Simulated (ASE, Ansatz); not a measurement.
# Localised basis functions on germanene hexagonal flake, H-capped, Sn on Ge sites (60 atoms)

Wanted: errors and times of a linear-scaling basis for germanene hexagonal flake, H-capped, Sn on Ge sites (60 atoms). A setting counts as converged where the r.m.s. difference of forces stays under 1 % of the r.m.s. force.

Calculated with Ansatz 0.2.0; Kohn-Sham DFT, PBE, PAW (set soft_2), plane waves.

## (1) Set-up

The cell holds 60 atoms: 8 Sn, 34 Ge and 18 H. Its edges and angles: a = 33.551 Å, b = 30.664 Å, c = 12.680 Å, α = 90.0°, β = 90.0°, γ = 90.0°. It derives from Ge (germanene) and Sn. Germanene (a = 4.03 Å), rectangular cell with x along the armchair direction; hexagon of inner radius 9 Å, edges capped with H, 12 Å of vacuum, 8 of 42 Ge replaced by Sn at random; not relaxed, displaced by a Gaussian of 0.02 Å. Regions: sheet, 42 atoms (8 Sn and 34 Ge); hydrogen, 18 atoms (18 H). Vacuum lies along a, b and c.

Limits known from the start: Beside vacuum, support functions can miss their usual error bounds without a warning. The main run has no spin polarisation, so any moments at edges, vacancies or dangling bonds can't form in it.

## (2) Plane-wave single point

The first run fixes the reference, at a cutoff of 420 eV.

The input, input.yaml:

```yaml
crystal:
  lattice:
    - [33.55091, 0.0, 0.0]
    - [0.0, 30.66363, 0.0]
    - [0.0, 0.0, 12.68]
  atoms:
    - { symbol: Sn, position: [0.2569, 0.43425, 0.47249] }
    - { symbol: Ge, position: [0.22267, 0.49943, 0.52866] }
    - { symbol: Sn, position: [0.25665, 0.56541, 0.47354] }
    - { symbol: Sn, position: [0.32687, 0.30297, 0.5273] }
    - { symbol: Ge, position: [0.36188, 0.23793, 0.47363] }
    - { symbol: Ge, position: [0.43105, 0.23685, 0.5268] }
    - { symbol: Ge, position: [0.46537, 0.30295, 0.47404] }
    - { symbol: Ge, position: [0.32607, 0.43437, 0.5261] }
    - { symbol: Sn, position: [0.36155, 0.3693, 0.47211] }
    - { symbol: Sn, position: [0.43162, 0.36992, 0.52553] }
    - { symbol: Ge, position: [0.46516, 0.43528, 0.47271] }
    - { symbol: Ge, position: [0.32685, 0.566, 0.52623] }
    - { symbol: Ge, position: [0.36115, 0.4996, 0.47042] }
    - { symbol: Ge, position: [0.43066, 0.49968, 0.52747] }
    - { symbol: Ge, position: [0.46507, 0.56565, 0.47492] }
    - { symbol: Ge, position: [0.32683, 0.69852, 0.52508] }
    - { symbol: Ge, position: [0.36073, 0.63096, 0.47104] }
    - { symbol: Ge, position: [0.43094, 0.63015, 0.5261] }
    - { symbol: Ge, position: [0.46585, 0.69761, 0.47346] }
    - { symbol: Ge, position: [0.36161, 0.762, 0.47249] }
    - { symbol: Ge, position: [0.43064, 0.76277, 0.52611] }
    - { symbol: Ge, position: [0.53353, 0.30106, 0.52738] }
    - { symbol: Ge, position: [0.56797, 0.23657, 0.47491] }
    - { symbol: Ge, position: [0.6379, 0.23748, 0.52414] }
    - { symbol: Ge, position: [0.67361, 0.30259, 0.47357] }
    - { symbol: Ge, position: [0.53498, 0.43414, 0.52949] }
    - { symbol: Ge, position: [0.56974, 0.36858, 0.47393] }
    - { symbol: Ge, position: [0.63868, 0.36686, 0.52559] }
    - { symbol: Sn, position: [0.67254, 0.4347, 0.47258] }
    - { symbol: Ge, position: [0.53405, 0.566, 0.52938] }
    - { symbol: Ge, position: [0.56881, 0.50034, 0.47018] }
    - { symbol: Sn, position: [0.63894, 0.49956, 0.52673] }
    - { symbol: Ge, position: [0.6736, 0.56663, 0.47373] }
    - { symbol: Ge, position: [0.53539, 0.69656, 0.52884] }
    - { symbol: Ge, position: [0.56891, 0.63065, 0.47427] }
    - { symbol: Ge, position: [0.63933, 0.63196, 0.52897] }
    - { symbol: Ge, position: [0.67312, 0.69679, 0.474] }
    - { symbol: Ge, position: [0.56916, 0.7645, 0.47348] }
    - { symbol: Ge, position: [0.63856, 0.76265, 0.52539] }
    - { symbol: Sn, position: [0.74271, 0.43497, 0.52671] }
    - { symbol: Ge, position: [0.74411, 0.56584, 0.5268] }
    - { symbol: Ge, position: [0.77737, 0.49958, 0.47145] }
    - { symbol: H, position: [0.23542, 0.3928, 0.50569] }
    - { symbol: H, position: [0.17964, 0.50093, 0.49406] }
    - { symbol: H, position: [0.23595, 0.60724, 0.5047] }
    - { symbol: H, position: [0.2817, 0.30355, 0.49359] }
    - { symbol: H, position: [0.3394, 0.196, 0.5068] }
    - { symbol: H, position: [0.45088, 0.19637, 0.49285] }
    - { symbol: H, position: [0.28274, 0.69598, 0.49397] }
    - { symbol: H, position: [0.33978, 0.80396, 0.50635] }
    - { symbol: H, position: [0.4521, 0.80513, 0.49241] }
    - { symbol: H, position: [0.54784, 0.19626, 0.50582] }
    - { symbol: H, position: [0.66123, 0.19672, 0.49199] }
    - { symbol: H, position: [0.71652, 0.30237, 0.50914] }
    - { symbol: H, position: [0.71719, 0.69745, 0.50763] }
    - { symbol: H, position: [0.54808, 0.80501, 0.50477] }
    - { symbol: H, position: [0.66006, 0.80502, 0.49505] }
    - { symbol: H, position: [0.76555, 0.39244, 0.49435] }
    - { symbol: H, position: [0.76579, 0.60653, 0.49409] }
    - { symbol: H, position: [0.82069, 0.50011, 0.50775] }
kpoints:
  mp_grid: { grid: [1, 1, 1] }
hamiltonian:
  xc: pbe
scf:
  occupations: { method: gaussian, width: 0.05 }
output:
  forces: true
  populations: true
  dos:
    method: { smearing: { sigma: 0.1 } }
    de: 0.1
    projected:
      site_lists:
        Ge: [Ge]
        H: [H]
        Sn: [Sn]
        sheet: [0, 1, 2, 3, 4, 5, 6, 7, 8, 9, 10, 11, 12, 13, 14, 15, 16, 17, 18, 19, 20, 21, 22, 23, 24, 25, 26, 27, 28, 29, 30, 31, 32, 33, 34, 35, 36, 37, 38, 39, 40, 41]
        hydrogen: [42, 43, 44, 45, 46, 47, 48, 49, 50, 51, 52, 53, 54, 55, 56, 57, 58, 59]
  eigenvalues: true
```

Started as:

```sh
$ ansatz run input.yaml --threads 32 --pin off --max-ram 143360MiB --backend cuda --events-out ev --progress --plain --runs-dir out
```

Numbers of over 12 decimals in the logs are rounded to 6 here.

The program printed:

```text
Engine: ansatz 0.2.0, aarch64-unknown-linux-gnu
Pseudopotentials: kind: paw
Pseudopotential: Sn, paw, valence charge 14, recommended cutoff 420 eV (normal), Sn.paw.azcp
Pseudopotential: Ge, paw, valence charge 14, recommended cutoff 420 eV (normal), Ge.paw.azcp
Pseudopotential: H, paw, valence charge 1, recommended cutoff 420 eV (normal), H.paw.azcp
Functional definition: PBE
  parameter kappa = 0.804
  parameter beta = 0.066725
  exchange = pbe_x(kappa = kappa, mu = beta*pi^2/3)
  correlation = pbe_c(beta = beta)
device memory: the entry about to start is reckoned to put 15.8 GiB on a device that reports 182.5 GiB free
GPU FFT provider: cuFFT
GPU libraries: cuBLAS 13.8.1, cuFFT 12.4.0, cuSOLVER 12.3.2
GPU matrix products: emulated (plane waves: as basis.precision tells), large ones in fixed point in workspaces of 1.00 GiB
Crystal: 60 atoms, lattice volume = 13045.091 Å³
Basis set: ecut = 420 eV, 254909 PW (Γ), exchange–correlation on 450×432×180 points (8 copies of the dense FFT grid, shifted against one another)
Bands: 364, of which v1, the nominal top of the filled ones, is band 303 counted from 1 (302 counted from 0)
Symmetry: 1 space group operations
Space group: P1 (ITA 1), of the structure as read, at distance tolerance 2.4e-4 Å
k-points: 1
Non-local potential: Sn, projectors of the file, l = 0: 2, l = 1: 2, l = 2: 2, l = 3: 2
Non-local potential: Ge, projectors of the file, l = 0: 2, l = 1: 2, l = 2: 3, l = 3: 1
Non-local potential: H, projectors of the file, l = 0: 2, l = 1: 1
PAW form: soft (Blöchl's): semilocal exchange-correlation on the pseudo side does not see the compensation charge
PAW one-centre angular grid: Sn, 590 points (default); XC on 64 Gauss nodes
PAW one-centre angular grid: Ge, 590 points (default); XC on 64 Gauss nodes
PAW one-centre angular grid: H, 110 points (default); XC on 64 Gauss nodes
Initial density: superposition of atomic densities (neutral atoms: chi_scale 0, normalization atom), corrected by the library's trained network
Initial wavefunctions: pseudopotential atomic-orbital guess
GPU buffer pool allocated for 4374000 grid points (all kernels)
GPU transforms: local potential and band sums: pruned to the plane-wave sphere, on 225×216×90
Functional: x = pbe(κ = 0.804, μ = 0.219515), c = pbe(β = 0.066725)
SCF iter   1: F=—  HF=-194474.638930 eV  |F-HF|=—  |Δ(HF+E_count)|=         —  Δρ=8.58e-4  dr2=2.79e-1  ethr=1.77e-3  ⟨swp⟩=6.0  Hψ=1390  notcnv=0  defer=30
preconditioner: auto → Resta (q_TF=auto, 1.636 Å⁻¹)  ε∞=1.3  [insulator: Δε(μ)=0.883 eV  Ē_g=7.652 eV  σ=0.050 eV  W_gap=1.00  n_scr=984 (ndim 8)  ℏωp=4.4 eV  f_vac=0.853  D(μ)=0.00/eV (n_scr^D=0)  ε∞_Penn≈1.3  vacuum switching on, ρ_ref=4.2e-3 e/Å³]
SCF iter   2: F=—  HF=-194474.644511 eV  |F-HF|=—  |Δ(HF+E_count)|=   5.58e-3  Δρ=4.84e-4  dr2=1.22e-1  ethr=4.61e-5  ⟨swp⟩=4.0  Hψ=812  notcnv=0  defer=52
SCF iter   3: F=—  HF=-194474.659416 eV  |F-HF|=—  |Δ(HF+E_count)|=   1.49e-2  Δρ=3.16e-4  dr2=1.14e-1  ethr=2.01e-5  ⟨swp⟩=3.0  Hψ=405  notcnv=0  defer=52
SCF iter   4: F=—  HF=-194474.658781 eV  |F-HF|=—  |Δ(HF+E_count)|=   6.35e-4  Δρ=1.48e-4  dr2=3.07e-2  ethr=1.87e-5  ⟨swp⟩=2.0  Hψ=381  notcnv=0  defer=52
SCF iter   5: F=—  HF=-194474.655354 eV  |F-HF|=—  |Δ(HF+E_count)|=   3.43e-3  Δρ=6.67e-5  dr2=1.34e-3  ethr=5.07e-6  ⟨swp⟩=2.0  Hψ=365  notcnv=0  defer=52
SCF iter   6: F=—  HF=-194474.656406 eV  |F-HF|=—  |Δ(HF+E_count)|=   1.05e-3  Δρ=3.70e-5  dr2=3.80e-4  ethr=2.21e-7  ⟨swp⟩=2.0  Hψ=381  notcnv=0  defer=52
SCF iter   7: F=—  HF=-194474.656580 eV  |F-HF|=—  |Δ(HF+E_count)|=   1.74e-4  Δρ=2.06e-5  dr2=2.69e-4  ethr=6.27e-8  ⟨swp⟩=2.0  Hψ=373  notcnv=0  defer=52
SCF iter   8: F=—  HF=-194474.656593 eV  |F-HF|=—  |Δ(HF+E_count)|=   1.32e-5  Δρ=9.26e-6  dr2=1.43e-5  ethr=4.43e-8  ⟨swp⟩=2.0  Hψ=367  notcnv=0  defer=52
SCF iter   9: F=—  HF=-194474.659288 eV  |F-HF|=—  |Δ(HF+E_count)|=   2.69e-3  Δρ=4.94e-6  dr2=6.93e-6  ethr=2.36e-9  ⟨swp⟩=2.0  Hψ=456  notcnv=0  defer=52
SCF iter  10: F=—  HF=-194474.659300 eV  |F-HF|=—  |Δ(HF+E_count)|=   1.18e-5  Δρ=2.49e-6  dr2=2.28e-6  ethr=1.14e-9  ⟨swp⟩=2.0  Hψ=384  notcnv=0  defer=52
SCF iter  11: F=—  HF=-194474.659305 eV  |F-HF|=—  |Δ(HF+E_count)|=   4.88e-6  Δρ=1.12e-6  dr2=2.56e-7  ethr=3.76e-10  ⟨swp⟩=2.0  Hψ=371  notcnv=0  defer=52
SCF iter  12: F=-194474.659306 eV  HF=-194474.659306 eV  |F-HF|=3.31e-7  |Δ(HF+E_count)|=   1.56e-6  Δρ=5.32e-7  dr2=6.83e-8  ethr=1.65e-11  ⟨swp⟩=25.0  Hψ=2337  notcnv=0
SCF 1 converged in 12 iterations: F = -194474.659306 eV  dr2 = 6.83e-8
  greatest PAW one-centre occupation: 0.998 electrons in one spin orbital (limit 2), on the Ge atom at site 1 (counted from 0), in its partial waves of l = 2
SCF converged after 12 iterations
Free energy (F): -194474.659306 eV
Harris-Foulkes:  -194474.659306 eV  (|F-HF|=3.31e-7)
Internal energy: -194474.659306 eV  (E = F + TS)
E sigma→0 (E₀):  -194474.659306 eV
Fermi energy:    -3.364154 eV
--- Per-component energies (eV) ---
  E_band       = -12944.180078
  E_kinetic    = 5510.140142
  E_local      = -447261.847130  (includes V_loc(G=0)·N_el)
  E_nonlocal   = 13975.306225
  E_hartree    = 215707.761940
  E_xc         = -5763.112342
  E_vxc        = -3132.223556  (∫ρ·V_xc dr)
  E_paw        = -101753.228133  (= ΣΔE_a)
  E_vpaw       = -13451.099526  (= ΣTr[D̂ρ^β])
  E_aug_tail   = -0.012459  (compensation charges beyond the density's cutoff)
  E_ewald      = 125110.332450
  E_smearing   = -0.000000  (= −TS)
  E_closure    = 0.000000  (closes the sum)
  Σ components = -194474.659306   (vs F -194474.659306, Δ=0.00e0)
--- Forces (eV/Å), atoms counted from 1 ---
[... 60 lines of forces left out ...]
  max |Σ_I F_I| component: 1.79e-5 eV/Å
--- Band table (eV) ---
[... left out ...]
--- Löwdin populations: 60 sites ---
  site symbol       q [e]
[... 60 lines, one an atom, left out ...]
  spilling = 0.003601 (of n_electrons = 606.000000)
```

It took 4.6 s on 1 × NVIDIA GB200 with 32 threads of Arm Neoverse V2, shared host; peak memory 3.3 GiB.

That memory is the host's; the program planned up to 15.8 GiB on the GPU. Forces of this run were stored rounded, and per-atom blocks of the log weren't kept.

Read from the output:

| Property | Result |
| --- | --- |
| free energy | -194474.6593 eV |
| free energy per atom | -3241.2443 eV/atom |
| SCF cycles | 12 |
| r.m.s. force component | 1.031 eV/Å |
| longest force | 4.412 eV/Å |
| Fermi energy | -3.364 eV |
| gap (highest filled to lowest empty level) | 0.87 eV |
| spilling of the projection | 0.003601 |

Length of the force by element:

```tsv
element	coordination	atoms	mean length of the force (eV/Å)	spread	least	most
Ge	all	34	1.04	0.610	0.216	2.24
H	all	18	1.37	1.29	0.223	4.41
Sn	all	8	3.07	0.559	2.43	3.99
```

Löwdin charges by element (they lack the spilled electrons, 0.036 e an atom on average):

```tsv
element	coordination	atoms	mean charge (e)	spread	least	most
Ge	all	34	0.0256	0.0651	-0.152	0.104
H	all	18	-0.0397	0.0296	-0.0968	-0.0201
Sn	all	8	0.253	0.102	0.110	0.394
```

Charge against the make-up of the first shell:

```tsv
Sn neighbours of Ge	atoms	mean charge (e)
0	24	0.061
1	8	-0.042
2	2	-0.125
```

By region:

```tsv
region	atoms	mean length of the force (eV/Å)
sheet	42	1.43
hydrogen	18	1.37
```

Density of states as counts of states in windows of 1 eV (from the Fermi level), total and some projections:

```tsv
from (eV)	to (eV)	total	Ge p	Ge s	Sn p	H s	Sn s
-18	-12	0.0	0.0	0.0	0.0	0.0	0.0
-12	-11	2.1	0.1	1.6	0.0	0.0	0.3
-11	-10	17.0	2.0	11.3	0.6	1.0	2.0
-10	-9	19.1	3.1	11.4	0.8	1.4	2.3
-9	-8	6.5	1.3	3.3	0.3	0.7	0.7
-8	-7	17.0	3.9	7.4	1.0	2.8	1.7
-7	-6	10.4	2.7	4.4	0.8	1.4	1.0
-6	-5	5.9	1.6	2.4	0.5	0.8	0.5
-5	-4	12.3	5.7	1.6	1.3	2.9	0.6
-4	-3	16.2	9.2	1.2	1.7	3.4	0.3
-3	-2	31.6	21.5	1.1	5.1	3.1	0.3
-2	-1	36.2	27.5	1.5	5.7	0.8	0.3
-1	0	11.7	8.6	0.6	2.0	0.2	0.2
0	1	15.1	11.1	1.0	2.5	0.1	0.2
1	2	19.1	12.4	2.4	2.7	0.5	0.4
2	3	30.5	16.3	5.3	3.2	1.3	0.9
```

Between -25 and -18 eV lie 420 more states.

Not all projections were asked for or kept, so they needn't add up to the total.

The levels nearest the highest filled one (over half full), pooled over k-points and spins:

```tsv
level less the highest filled one (eV)	occupation
-0.573	2
-0.557	2
-0.451	2
-0.15	2
-0.0374	2
0	2
0.87	0
0.890	0
0.962	0
1.24	0
1.26	0
1.28	0
```

Mean Löwdin charges: Ge +0.03, H -0.04, Sn +0.25 e (they miss 0.36 % of the electrons, so they add up to more than the cell's charge). Charges this small depend on the projection, at times even in sign. The charge on Ge changes by -0.097 e for each Sn neighbour that takes the place of another kind, on average. The largest share in the top eV of filled states is Ge p (75 % of the projected weight), and in the lowest eV of empty states Ge p (74 % of the projected weight).

## (3) Structure statistics

Bonds and neighbours are counted at the geometry of the runs.

Normalised to the volume that the atoms fill. Pair distribution functions g(r), in bins of 0.2 Å:

```tsv
r (Å)	total	Ge-Ge	Ge-H	Ge-Sn	H-H	H-Sn	Sn-Sn
1.40	0.41	0.00	1.20	0.00	0.00	0.00	0.00
1.60	1.89	0.00	4.12	0.00	0.00	6.15	0.00
1.80	0.00	0.00	0.00	0.00	0.00	0.00	0.00
2.00	0.00	0.00	0.00	0.00	0.00	0.00	0.00
2.20	0.00	0.00	0.00	0.00	0.00	0.00	0.00
2.40	2.71	5.96	0.00	3.97	0.00	0.00	11.30
2.60	0.00	0.00	0.00	0.00	0.00	0.00	0.00
2.80	0.00	0.00	0.00	0.00	0.00	0.00	0.00
3.00	0.00	0.00	0.00	0.00	0.00	0.00	0.00
3.20	0.39	0.00	0.57	0.00	1.92	0.34	0.00
3.40	0.74	0.00	1.80	0.00	0.00	1.65	0.00
3.60	0.00	0.00	0.00	0.00	0.00	0.00	0.00
3.80	0.25	0.00	0.00	0.00	2.75	0.00	0.00
4.00	1.62	3.34	0.00	3.13	0.00	0.00	4.08
4.20	0.31	0.05	0.64	0.00	0.00	0.86	0.00
4.40	0.11	0.00	0.23	0.00	0.00	0.40	0.00
4.60	0.26	0.46	0.00	0.71	0.00	0.00	0.00
4.80	0.34	0.70	0.00	0.70	0.00	0.00	0.74
5.00	0.00	0.00	0.00	0.00	0.00	0.00	0.00
5.20	0.01	0.00	0.03	0.00	0.00	0.00	0.00
5.40	0.36	0.00	0.75	0.00	0.00	1.28	0.00
5.60	0.00	0.00	0.00	0.00	0.00	0.00	0.00
5.80	0.00	0.00	0.00	0.00	0.00	0.00	0.00
6.00	0.02	0.00	0.05	0.00	0.00	0.10	0.00
6.20	0.67	1.17	0.28	1.12	0.00	0.29	0.43
6.40	0.09	0.00	0.26	0.00	0.00	0.00	0.00
6.60	0.12	0.00	0.16	0.00	0.46	0.34	0.00
6.80	0.00	0.00	0.00	0.00	0.00	0.00	0.00
```

Bonds by pair of elements; cutoffs follow the first minimum of g(r), held within bounds set by covalent radii, and pairs that aren't listed don't count as bonded:

```tsv
pair A-B	cutoff (Å)	bonds	mean length (Å)	spread (Å)	shortest (Å)	B about A	A about B
Ge-Ge	2.88	38	2.42	0.029	2.37	2.23	2.23
Ge-H	1.89	14	1.52	0.027	1.46	0.412	0.778
Ge-Sn	3.03	12	2.43	0.022	2.39	0.353	1.5
H-Sn	2.04	4	1.54	0.028	1.51	0.222	0.5
Sn-Sn	2.84	4	2.43	0.027	2.39	1	1
```

How many atoms have how many bonded neighbours:

```tsv
element	mean	1	3
Ge	3	0	34
H	1	18	0
Sn	3	0	8
```

(Continued in part 2 of 2.)

[Logs are printed without paths, hosts, clocks, repeated set-up lines and the standing remarks that a program may print on its own settings, such as how far it seeks lower states.]

[Hosts, paths, dates, database ids (printed as entryN), source tags and the programs' standing remarks are cut or masked in the printed files.]
